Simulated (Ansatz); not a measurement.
# Gate voltage at the highest density: 1T-ZrSeTe monolayer

A layer charged from two gates alike needs a voltage that grows with the carrier density; the slope is e over the total capacitance.

How it was computed: Ansatz 0.2.0, plane waves with PAW datasets (its set soft_2), PBE-D3(BJ); isolated slab, charged sheets 4 Å from the outer atoms behind model barriers, atoms held, Fermi-Dirac smearing of 0.05 eV. The voltage is that of the gates (their mean) against the layer's Fermi level, from the uncharged case, which has no gap over 0.05 eV.

```
  run  added electrons (10¹³ per cm²)  gate voltage (V)
run 1                            1.00              0.28
run 2                            2.00              0.56
run 3                            4.00              1.11
run 4                            7.00              1.93
run 5                           11.00                 ?
```

**Question.** What value belongs in the row marked “?”, and how far can the other rows tell?

A least-squares line through the 4 rows shown has slope 0.2748 and intercept 0.0082; no row lies more than 0.01 V off it. The capacitance is 1.602/0.2748 = 5.83 µF/cm², against 4.43 µF/cm² for plates 4 Å apart in vacuum on both sides; it is the larger, as where the added charge has its centre outside the outer atoms (not examined here). At 11.00 it gives 0.2748 × 11.00 + 0.0082 = 3.03 V, beyond the rows fitted. Rounding and scatter of the rows alone allow about ±0.012 V there.

The run itself gives 3.01 V: a miss of −0.02 V, or 0.7 % of the value. The capacitance rises a little towards the highest density.

**Limits.** The gates are model sheets, not atoms, and low densities sample few k-points. Spin-orbit coupling is left out, which changes the bands of elements this heavy.

[Logs are printed without paths, hosts, clocks, repeated set-up lines and the standing remarks that a program may print on its own settings, such as how far it seeks lower states.]
